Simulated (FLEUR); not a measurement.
# PrClO: parallel and opposed starts, part 3 of 3

A self-consistent run ends on one state, which hangs on the start. Several orders of PrClO are started in FLEUR and their energies compared.

FLEUR MaX-R8.1; LDA (VWN) with U = 6 eV on Pr f; all-electron FLAPW, Dirac cores, scalar-relativistic bands. The settings are cheaper than careful work needs.

So far. Step 2 (Order 1, typed as ferro ++): After 21 cycles the largest moment stands at 1.99 μB. Step 3 (Start 2: antiferro +-): It lies 0.668 meV a seeded atom under the first start, and its largest moment is 1.99 μB against 1.99 μB.

## (5) Spin–orbit coupling, moments along [001]

Level of this step: LDA (VWN) with U = 6 eV on Pr f; all-electron FLAPW, Dirac cores, scalar-relativistic bands with spin-orbit coupling (FLEUR).

Spin–orbit coupling ties the spins to the lattice and lets orbital moments form.

A new self-consistent run of the start antiferro +-, with the moments along z. Here n_mmp_mat seeds f states of whole m by Hund's three rules.

File inp.xml:

```
<?xml version="1.0" encoding="UTF-8" standalone="no"?>
<fleurInput fleurInputVersion="0.39">
   <comment>
      PrClO
   </comment>
   <calculationSetup>
      <cutoffs Kmax="2.66" Gmax="8.0" GmaxXC="8.0" numbands="172"/>
      <scfLoop itmax="130" minDistance="0.0001" maxIterBroyd="15" imix="Anderson" alpha="0.05" precondParam="0.7" spinf="2.0" sdNocoIR="T"/>
      <coreElectrons ctail="T" frcor="F" kcrel="0" coretail_lmax="0"/>
      <xcFunctional name="vwn" relativisticCorrections="F"/>
      <magnetism jspins="2"/>
      <soc l_soc="T" theta="0.0" phi="0.0" spav="F"/>
      <expertModes spex="0" secvar="F"/>
      <geometryOptimization l_f="F" forcealpha="1.0" forcemix="BFGS" epsdisp="0.00001" epsforce="0.00001"/>
      <ldaU l_linMix="F" mixParam="0.05" spinf="1.0"/>
   </calculationSetup>
   <cell>
      <bzIntegration valenceElectrons="52.0" mode="hist" fermiSmearingEnergy="0.01469973">
         <kPointListSelection listName="default-1"/>
         <xi:include xmlns:xi="http://www.w3.org/2001/XInclude" href="kpts.xml"> </xi:include>
      </bzIntegration>
      <xi:include xmlns:xi="http://www.w3.org/2001/XInclude" href="sym.xml"> </xi:include>
      <bulkLattice scale="1.0">
         <bravaisMatrix>
            <row-1>    7.6552805307545997     0.0000000000000000     0.0000000000000000</row-1>
            <row-2>    0.0000000000000000     7.6552805307545997     0.0000000000000000</row-2>
            <row-3>    0.0000000000000000     0.0000000000000000    12.8690349085259985</row-3>
         </bravaisMatrix>
      </bulkLattice>
   </cell>
   <atomSpecies>
      <species name="Praseodymi2.002" element="Pr" atomicNumber="59">
         <mtSphere radius="2.79" gridPoints="923" logIncrement="0.014"/>
         <atomicCutoffs lmax="10" lnonsphr="8"/>
         <electronConfig flipSpins="F">
            <coreConfig>(1s1/2) (2s1/2) (2p1/2) (2p3/2) (3s1/2) (3p1/2) (3p3/2) (4s1/2) (3d3/2) (3d5/2) (4p1/2) (4p3/2) (4d3/2) (4d5/2)</coreConfig>
            <valenceConfig>(5s1/2) (5p1/2) (5p3/2) (6s1/2) (4f5/2) (4f7/2)</valenceConfig>
            <stateOccupation state="(4f5/2)" spinUp="0.7867142857143" spinDown="0.499"/>
            <stateOccupation state="(4f7/2)" spinUp="1.7142857142857" spinDown="0.0"/>
         </electronConfig>
         <energyParameters s="6" p="6" d="5" f="4"/>
         <ldaU l="3" U="6.0" J="0.0" l_amf="F"/>
         <lo type="SCLO" l="0" n="5" eDeriv="0"/>
         <lo type="SCLO" l="1" n="5" eDeriv="0"/>
      </species>
      <species name="Praseodymi-2.002" element="Pr" atomicNumber="59">
         <mtSphere radius="2.79" gridPoints="923" logIncrement="0.014"/>
         <atomicCutoffs lmax="10" lnonsphr="8"/>
         <electronConfig flipSpins="F">
            <coreConfig>(1s1/2) (2s1/2) (2p1/2) (2p3/2) (3s1/2) (3p1/2) (3p3/2) (4s1/2) (3d3/2) (3d5/2) (4p1/2) (4p3/2) (4d3/2) (4d5/2)</coreConfig>
            <valenceConfig>(5s1/2) (5p1/2) (5p3/2) (6s1/2) (4f5/2) (4f7/2)</valenceConfig>
            <stateOccupation state="(4f5/2)" spinUp="0.499" spinDown="0.7867142857143"/>
            <stateOccupation state="(4f7/2)" spinUp="0.0" spinDown="1.7142857142857"/>
         </electronConfig>
         <energyParameters s="6" p="6" d="5" f="4"/>
         <ldaU l="3" U="6.0" J="0.0" l_amf="F"/>
         <lo type="SCLO" l="0" n="5" eDeriv="0"/>
         <lo type="SCLO" l="1" n="5" eDeriv="0"/>
      </species>
      <species name="Chlorine (Cl)" element="Cl" atomicNumber="17">
         <mtSphere radius="2.8" gridPoints="925" logIncrement="0.013"/>
         <atomicCutoffs lmax="10" lnonsphr="8"/>
         <electronConfig flipSpins="F">
            <coreConfig>(1s1/2) (2s1/2) (2p1/2) (2p3/2)</coreConfig>
            <valenceConfig>(3s1/2) (3p1/2) (3p3/2)</valenceConfig>
            <stateOccupation state="(3p1/2)" spinUp="0.833333" spinDown="0.833333"/>
            <stateOccupation state="(3p3/2)" spinUp="1.666667" spinDown="1.666667"/>
         </electronConfig>
         <energyParameters s="3" p="3" d="3" f="4"/>
      </species>
      <species name="Oxygen (O)" element="O" atomicNumber="8">
         <mtSphere radius="1.58" gridPoints="523" logIncrement="0.02"/>
         <atomicCutoffs lmax="6" lnonsphr="4"/>
         <electronConfig flipSpins="F">
            <coreConfig>(1s1/2)</coreConfig>
            <valenceConfig>(2s1/2) (2p1/2) (2p3/2)</valenceConfig>
            <stateOccupation state="(2p1/2)" spinUp="0.666667" spinDown="0.666667"/>
            <stateOccupation state="(2p3/2)" spinUp="1.333333" spinDown="1.333333"/>
         </electronConfig>
         <energyParameters s="2" p="2" d="3" f="4"/>
      </species>
   </atomSpecies>
   <atomGroups>
      <atomGroup species="Praseodymi2.002">
         <relPos label="                   1">.0000000000 1.000/2.000 .1800000000</relPos>
         <force calculate="T" relaxXYZ="TTT"/>
      </atomGroup>
      <atomGroup species="Praseodymi-2.002">
         <relPos label="                   2">1.000/2.000 .0000000000 -.1800000000</relPos>
         <force calculate="T" relaxXYZ="TTT"/>
      </atomGroup>
      <atomGroup species="Chlorine (Cl)">
         <relPos label="                   3">.0000000000 1.000/2.000 -9.000/25.000</relPos>
         <force calculate="T" relaxXYZ="TTT"/>
      </atomGroup>
      <atomGroup species="Chlorine (Cl)">
         <relPos label="                   4">1.000/2.000 .0000000000 9.000/25.000</relPos>
         <force calculate="T" relaxXYZ="TTT"/>
      </atomGroup>
      <atomGroup species="Oxygen (O)">
         <relPos label="                   5">.0000000000 .0000000000 .0000000000</relPos>
         <relPos label="                   6">1.000/2.000 1.000/2.000 .0000000000</relPos>
         <force calculate="T" relaxXYZ="TTT"/>
      </atomGroup>
   </atomGroups>
   <output dos="F" band="F" slice="F">
      <bandDOS minEnergy="-.5*Htr" maxEnergy="0.5*Htr" sigma="0.015" storeEVData="T"/>
      <plotting iplot="0" polar="F">
         <plot TwoD="T" vec1="  1.0  0.0  0.0" vec2="  0.0  1.0  0.0" vec3="  0.0  0.0  1.0" zero="  0.0  0.0  0.0" file="plot"/>
      </plotting>
      <moessbauerParams electricFieldGradient="F" isomerShift="F" coreHyperfine="F" valenceHyperfine="F"/>
   </output>
</fleurInput>
```

File crystal.txt:

```
PrClO
&input film=F cartesian=F /
4.05100000000  0.00000000000  0.00000000000
0.00000000000  4.05100000000  0.00000000000
0.00000000000  0.00000000000  6.81000000000
1.8897261246
1.0 1.0 1.0

6
59 0.00000000000  0.50000000000  0.18000000000 : 2.002
59 0.50000000000  0.00000000000  0.82000000000 : -2.002
17 0.00000000000  0.50000000000  0.64000000000
17 0.50000000000  0.00000000000  0.36000000000
8 0.00000000000  0.00000000000  0.00000000000
8 0.50000000000  0.50000000000  0.00000000000

&soc 0.0000000 0.0000000 /
&kpt div1=6 div2=6 div3=6 gamma=T /
```

Command:

```bash
$ OMP_NUM_THREADS=1 inpgen -f crystal.txt > inpgen.log  # inp.xml is then edited as shown
$ OMP_NUM_THREADS=1 mpirun -n 4 fleur_MPI > fleur.log
```

Log:

```text
[banner, memory and clock lines left out]
Welcome to FLEUR        (www.flapw.de)
      MaX-Release 8.1          (www.max-centre.eu)

 ========== k-point set info ==========
 Selected k-point list: default-1
 k-point list type: mesh
 0 x 0 x 0
 Number of k points: 68

 [... set-up left out ...]
 Iteration:     1   Distance:      24.72119151 me/bohr^3
 Iteration:     2   Distance:      22.36190470 me/bohr^3
 Iteration:     3   Distance:      17.40741682 me/bohr^3
 Iteration:     4   Distance:      11.82452595 me/bohr^3
 Iteration:     5   Distance:       6.53710126 me/bohr^3
 Iteration:     6   Distance:       2.18960968 me/bohr^3
 Iteration:     7   Distance:       1.90317116 me/bohr^3
 Iteration:     8   Distance:       0.58073362 me/bohr^3
 Iteration:     9   Distance:       0.48989490 me/bohr^3
 Iteration:    10   Distance:       0.31428167 me/bohr^3
[... 64 iterations left out ...]
 Iteration:    75   Distance:       0.00146869 me/bohr^3
 Iteration:    76   Distance:       0.00071835 me/bohr^3
 Iteration:    77   Distance:       0.00072738 me/bohr^3
 Iteration:    78   Distance:       0.00071291 me/bohr^3
 Iteration:    79   Distance:       0.00049854 me/bohr^3
 Iteration:    80   Distance:       0.00061414 me/bohr^3
 Iteration:    81   Distance:       0.00037552 me/bohr^3
 Iteration:    82   Distance:       0.00013432 me/bohr^3
 Iteration:    83   Distance:       0.00012550 me/bohr^3
 Iteration:    84   Distance:       0.00005465 me/bohr^3

 ********************************************************************
 Run finished successfully
 Stop message:
   all done
 ********************************************************************

--- out.xml (last complete iteration) ---
<iteration numberForCurrentRun="   84" overallNumber="   84">
         [... left out ...]
         <bandgap value="3.7692429776" units="eV"/>
         <sumValenceSingleParticleEnergies value="-9.9358266473" units="Htr"/>
         <FermiEnergy value="0.2239678216" units="Htr"/>
         [... left out ...]
         <magneticMomentsInMTSpheres units="muBohr">
            <globalMagMoment atomType="1" vec="0.00000   0.00000   1.98753"/>
            <globalMagMoment atomType="2" vec="0.00000   0.00000  -1.98753"/>
            <globalMagMoment atomType="3" vec="0.00000   0.00000   0.00134"/>
            <globalMagMoment atomType="4" vec="0.00000   0.00000  -0.00134"/>
            <globalMagMoment atomType="5" vec="0.00000   0.00000   0.00000"/>
         </magneticMomentsInMTSpheres>
         <orbitalMomentsInMTSpheres units="muBohr">
            <globalMagMoment atomType="1" vec="0.00000   0.00000  -4.74024"/>
            <globalMagMoment atomType="2" vec="0.00000   0.00000   4.74024"/>
            <globalMagMoment atomType="3" vec="0.00000   0.00000  -0.00669"/>
            <globalMagMoment atomType="4" vec="0.00000   0.00000   0.00669"/>
            <globalMagMoment atomType="5" vec="0.00000   0.00000   0.00000"/>
         </orbitalMomentsInMTSpheres>
         [... left out ...]
         <totalEnergy value="   -19542.0531160979" units="Htr">
            <sumOfEigenvalues value="   -12000.3614260901">
               <coreElectrons value="-11990.4255994428"/>
               <valenceElectrons value="-9.9358266473"/>
            </sumOfEigenvalues>
         [... left out ...]
            <freeEnergy value="-19542.0585640306"/>
            <extrapolationTo0K value="-19542.0558400643"/>
         </totalEnergy>
         [... left out ...]
         <ldaUDensityMatrixConvergence>
            <distance spin="1" distance="0.000009"/>
            <distance spin="2" distance="0.000009"/>
         </ldaUDensityMatrixConvergence>
         <densityConvergence units="me/bohr^3">
            <chargeDensity spin="1" distance="0.0000385378"/>
            <chargeDensity spin="2" distance="0.0000385435"/>
            <overallChargeDensity distance="0.0000546460"/>
            <spinDensity distance="0.0000543631"/>
         </densityConvergence>
      </iteration>
```

It took 19 min on 4 MPI ranks of Arm Neoverse V2, shared host; peak memory 0.67 GiB.

Spin moment in the muffin-tin sphere by atom:

```
atom  spin moment in the muffin-tin sphere (μB)
 Pr1                                       1.99
 Pr2                                      -1.99
 Cl3                                       0.00
 Cl4                                       0.00
  O5                                       0.00
  O6                                       0.00
```

Numbers from this step:

```yaml
free_energy: -531766.5036 eV
program_s_band_gap_on_this_mesh_in_a_metal_only_a_level_spacing: 3.769 eV
magnetization: 0 μB
final_state: antiferromagnetic
orbital_moment_along_the_spin: -4.740 μB
```

Orbital moment in the sphere, along the spin axis by atom:

```
atom  orbital moment in the sphere, along the spin axis (μB)
 Pr1                                                   -4.74
 Pr2                                                    4.74
 Cl3                                                   -0.01
 Cl4                                                    0.01
  O5                                                    0.00
  O6                                                    0.00
```

## (6) What came out

- lowest state found: antiferromagnetic (typed antiferro +-)
- largest site spin moment: 1.99 μB
- next finished state: ferromagnetic, 0.668 meV a seeded atom higher
- orbital moment on the atom of largest spin, along its spin (spin–orbit run): -4.74 μB
- spin plus orbital moment: Pr 2.75 μB

The lowest state found is antiferromagnetic, reached from the start antiferro +-, with moments up to 1.99 μB. The two lowest states lie so close that the mesh, the functional or spin–orbit coupling could swap them. The orbital moment is antiparallel to the spin, as Hund's third rule has it for a shell under half filled. The f shell was seeded by Hund's rules, so the run need not end in the lowest state; crystal-field states that mix several m can carry less. This is the lowest of 2 finished starts, no proof of the ground state. Open f shells have many stationary orbital fillings, so the state need not be the lowest, and spin-only moments miss the orbital part.

[Logs and program files are shortened in this print: banners, set-up blocks, solver, clock and traceback lines can be left out without a mark of their own.]

[Logs are printed without paths, hosts, clocks, repeated set-up lines and the standing remarks that a program may print on its own settings, such as how far it seeks lower states.]

[Hosts, paths, dates, database ids (printed as entryN), source tags and the programs' standing remarks are cut or masked in the printed files.]

[Where a cell is said to come from a database of computed structures, the database is the Materials Project.]
